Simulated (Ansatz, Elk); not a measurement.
# How far do independent atoms describe ZnAg2GeSe4?

Structure refinements treat a crystal as free atoms side by side. For a made-up structure of ZnAg2GeSe4 (cell and positions from a PBE relaxation) the runs below show what the calculated density changes in F(hkl).

Program: Elk 11.2.3 (patched build). Level of theory: DFT, PBE, all-electron APW+lo, Dirac cores, scalar-relativistic bands, static density, no spin. Results are calculated unless marked as measured.

This account leaves out most program logs.

The structure was built from a prototype and need not be the compound's stable phase.

## Step 1: The structure

The structure is tetragonal, space group I-42m (No. 121). Conventional cell: a = 7.615 Å, b = 7.615 Å, c = 6.460 Å, α = 90.00°, β = 90.00°, γ = 90.00°. Nearest to Ag lie 4 Se at 2.82 Å. Nearest to Se lie 1 Ge at 2.41 Å and 1 Zn at 2.51 Å and 2 Ag at 2.82 Å. Nearest to Ge lie 4 Se at 2.41 Å. Nearest to Zn lie 4 Se at 2.51 Å. Farther neighbours and most contacts between anions are not listed.

## Step 2: Ground state and structure factors

An all-electron density is needed, since X-rays see the cores too. Task 0 finds the density and task 195 Fourier-transforms it; tshift is off so that phases refer to the origin typed.

elk.in

```
tasks
  0
  195

xctype
  20

spinpol
  .false.

rgkmax
  7.0

gmaxvr
  14.0

lmaxo
  7

lmaxapw
  8

swidth
  0.002

tshift
  .false.

ramdisk
  .false.

hmaxvr
  5.5

maxscl
  120

epspot
  1e-06

sppath
  './'

avec
  -7.19489945862 7.19489945862 6.10385055299
  7.19489945862 -7.19489945862 6.10385055299
  7.19489945862 7.19489945862 -6.10385055299

atoms
  4
  'Ag.in'
  2
  0.2500000000 0.7500000000 0.5000000000   0.000000 0.000000 0.000000
  0.7500000000 0.2500000000 0.5000000000   0.000000 0.000000 0.000000
  'Se.in'
  4
  0.9101582989 0.5653314767 -0.0000000000   0.000000 0.000000 0.000000
  0.0898417011 0.0898417011 0.6551731777   0.000000 0.000000 0.000000
  0.5653314767 0.9101582989 0.0000000000   0.000000 0.000000 0.000000
  0.4346685233 0.4346685233 0.3448268223   0.000000 0.000000 0.000000
  'Ge.in'
  1
  0.5000000000 0.5000000000 0.0000000000   0.000000 0.000000 0.000000
  'Zn.in'
  1
  0.0000000000 0.0000000000 0.0000000000   0.000000 0.000000 0.000000

ngridk
  5 5 5
```

On the command line:

```
$ OMP_NUM_THREADS=4 elk
```

Elapsed: 56 s, on 4 threads of AMD EPYC 9R45 (Zen 5), shared host; peak memory 0.39 GiB.

SFACRHO.OUT:

```text

h k l indices transformed by vhmat matrix:
   1.000000000       0.000000000       0.000000000    
   0.000000000       1.000000000       0.000000000    
   0.000000000       0.000000000       1.000000000    

      h      k      l  multipl.   |H|            Re(F)            Im(F)           |F|

      0      0      0      1   0.0000000       292.00000      0.80925023E-15   292.00000    
     -1      1      0      4  0.61750452      -2.6706547      0.10923385E-13   2.6706547    
      1      0     -1      8  0.67495335      -6.1477261     -0.31752906E-07   6.1477261    
     -1      1      1      4  0.87328327       71.732171      0.37699149E-10   71.732171    
      1      1     -1      2   1.0293806      -143.39328     -0.42907915E-10   143.39328    
     -2      1      1      8   1.1037145      0.87673855      -83.329968       83.334580    
     -1      2     -1      8   1.1037145      0.87673855       83.329968       83.334580    
      1      1     -2      4   1.2003900       105.38388       13.521960       106.24785    
      2      0     -1      4   1.2003900       105.38388      -13.521960       106.24785    
      2     -2      0      4   1.2350090       163.08529     -0.12686668E-13   163.08529    
      0      2     -2      8   1.3499067       33.352780      0.83635290E-08   33.352780    
     -2      2      1      8   1.3807821      -75.587294      0.30130598E-10   75.587294    
     -1      2      1      8   1.4074123       6.6894086      0.33519169E-08   6.6894086    
     -2     -1      1      8   1.6046217       9.3642628      0.27235637E-07   9.3642628    
      3     -1     -1      4   1.6077536      -55.982980      -10.572898       56.972626    
     -3      1      1      4   1.6077536      -55.982980       10.572898       56.972626    
     -3      2      0      8   1.6563312      -5.7169919       8.7817036       10.478660    
      0     -1     -2      8   1.6563312      -5.7169919      -8.7817037       10.478660
```

Elk indexes on the primitive cell of elk.in and gives |H| = 4π sin θ/λ in inverse bohr. Below, one row stands for each form hkl of the conventional cell (m members, Friedel mates merged), F is for one primitive cell and the density is static (no thermal factor). Free-atom factors are Waasmaier and Kirfel's, and R is Σm||F|−|F'||/Σm|F|.

```
hkl   m  sin θ/λ (Å⁻¹)  abs F, DFT  neutral atoms   diff.  abs of complex diff.
110   4          0.093       2.671          2.770  -0.099                 0.099
101   8          0.102       6.148          6.129  +0.019                 0.019
200   4          0.131      71.732         72.128  -0.396                 0.396
002   2          0.155     143.393        142.942  +0.451                 0.451
211  16          0.166      83.335         82.946  +0.388                 0.401
112   8          0.180     106.248        106.673  -0.425                 0.502
220   4          0.186     163.085        163.643  -0.558                 0.558
202   8          0.203      33.353         33.182  +0.171                 0.171
310   8          0.208      75.587         75.721  -0.134                 0.134
301   8          0.212       6.689          6.820  -0.130                 0.130
103   8          0.241       9.364          9.560  -0.195                 0.195
222   8          0.242      56.973         56.974  -0.002                 0.065
321  16          0.249      10.479         10.552  -0.074                 0.185
312  16          0.259     159.837        160.452  -0.615                 0.624
400   4          0.263      77.504         77.995  -0.490                 0.490
213  16          0.275      68.827         69.097  -0.271                 0.282
330   4          0.279      71.576         72.077  -0.501                 0.501
411  16          0.282      77.888         78.245  -0.357                 0.364
420   8          0.294     128.043        128.346  -0.303                 0.303
303   8          0.304      22.430         22.513  -0.083                 0.083
402   8          0.305      11.788         12.093  -0.305                 0.305
004   2          0.310     193.113        193.707  -0.594                 0.594
```

## Step 3: The highest occupied states alone

An energy window below the Fermi level keeps the highest occupied states, to see at which angles they scatter; shallow core shells can lie inside it and anion s states outside. No new self-consistency is needed.

Changes to elk.in since step 2:

```diff
@@ -1,3 +1,2 @@
 tasks
-  0
   195
@@ -40,2 +39,5 @@
 
+wsfac
+  -0.187780 0.479710
+
 sppath
```

On the command line:

```
$ OMP_NUM_THREADS=4 elk
```

Run time: 13 s. Hardware: 4 threads; peak memory 0.26 GiB; 17 s of CPU time.

States within 10 eV below the Fermi level hold 53.99 electrons; any levels below the window count with the cores. Their amplitudes can exceed the total, where window and core parts have opposite phase:

```
hkl  sin θ/λ (Å⁻¹)  abs F, window  abs F, all
110          0.093          3.179       2.671
101          0.102          7.919       6.148
200          0.131         20.651      71.732
002          0.155         10.111     143.393
211          0.166          8.613      83.335
112          0.180         19.279     106.248
220          0.186         20.752     163.085
202          0.203          0.236      33.353
310          0.208          2.978      75.587
301          0.212          6.991       6.689
```

## Step 4: Another try

In this try the input is made faulty on purpose, to show what that does.

The input is changed as shown.

Changes to elk.in since step 3:

```diff
@@ -1,2 +1,3 @@
 tasks
+  0
   195
@@ -10,3 +11,3 @@
 rgkmax
-  7.0
+  3.5
 
@@ -34,3 +35,3 @@
 maxscl
-  120
+  60
 
@@ -38,5 +39,2 @@
   1e-06
-
-wsfac
-  -0.187780 0.479710
```

On the command line:

```
$ OMP_NUM_THREADS=4 elk
```

Wall time 38 s (4 threads); peak memory 0.34 GiB; 1.7 min of CPU time.

The run finished. A setting was moved off its sound value on purpose, so it serves as a test and not as the result.

The fault put into the input: a cutoff far too low.

Its structure factors differ from the first run's by R = 0.2 %.

## Step 5: Another functional

The difference from free atoms is small, so it is set against the change that LDA (Perdew-Wang) makes.

Changes to elk.in since step 4:

```diff
@@ -5,3 +5,3 @@
 xctype
-  20
+  3
 
@@ -11,3 +11,3 @@
 rgkmax
-  3.5
+  7.0
 
@@ -35,3 +35,3 @@
 maxscl
-  60
+  120
```

On the command line:

```
$ OMP_NUM_THREADS=4 elk
```

Elapsed: 41 s, on 4 threads; peak memory 0.3 GiB.

Against the first run R = 0.06 %; the largest change is -0.088 at 002.

## Step 6: Basis size

The basis and the expansions that go with it are enlarged, to see whether the differences are converged.

Changes to elk.in since step 5:

```diff
@@ -5,3 +5,3 @@
 xctype
-  3
+  20
 
@@ -11,12 +11,12 @@
 rgkmax
-  7.0
+  8.5
 
 gmaxvr
-  14.0
+  18.0
 
 lmaxo
-  7
+  9
 
 lmaxapw
-  8
+  10
```

On the command line:

```
$ OMP_NUM_THREADS=4 elk
```

Run time: 2.4 min. Hardware: 4 threads; peak memory 0.83 GiB; 7.5 min of CPU time.

Against the first run R = 0.01 %; the largest change is -0.018 at 532.

## Step 7: Settings against the effect

```
                              run  R against the first run (%)  R against neutral atoms, low angle (%)  wall time
                    PBE, rgkmax 7                         0.00                                    0.41       56 s
                LDA (Perdew-Wang)                         0.06                                    0.42       41 s
rgkmax 8.5 with larger expansions                         0.01                                    0.41    2.4 min
```

## Step 8: Results

| Item | Value |
| --- | --- |
| R against neutral atoms, sin θ/λ < 0.3 Å⁻¹ | 0.41 % |
| R against neutral atoms, 0.3 to 0.65 Å⁻¹ | 0.20 % |

Independent neutral atoms miss the calculated amplitudes by R = 0.41 % below 0.3 Å⁻¹ and 0.20 % from there to 0.65 Å⁻¹; by shells, 0.61 % below 0.15 Å⁻¹ (3 forms), 0.40 % 0.15 to 0.3 (16 forms), 0.23 % 0.3 to 0.45 (36 forms), 0.18 % above 0.45 (94 forms). Bonding, aspherical density and the tables' own atoms all enter these figures, and the runs don't part them. The largest change of an amplitude is -0.62 electrons, at 312. R counts amplitudes alone; phases shift too. The window's part falls from 54.0 electrons at the origin to at most 3.35 between 0.45 and 0.65 Å⁻¹, where compact states inside the window still scatter. Below 0.3 Å⁻¹ the changes that finished (LDA (Perdew-Wang) and rgkmax 8.5 with larger expansions) move F by R = 0.04 % at most, against the 0.41 % that separates it from free atoms. The k-mesh has no finished test. These runs have no spin, though d or f shells may be open. Part of the difference isn't bonding: the tables are fits to free atoms and ions calculated by other methods than this functional. Thermal motion, anomalous dispersion and extinction are left out.

[Logs are printed without paths, hosts, clocks, repeated set-up lines and the standing remarks that a program may print on its own settings, such as how far it seeks lower states.]

[Hosts, paths, dates, database ids (printed as entryN), source tags and the programs' standing remarks are cut or masked in the printed files.]
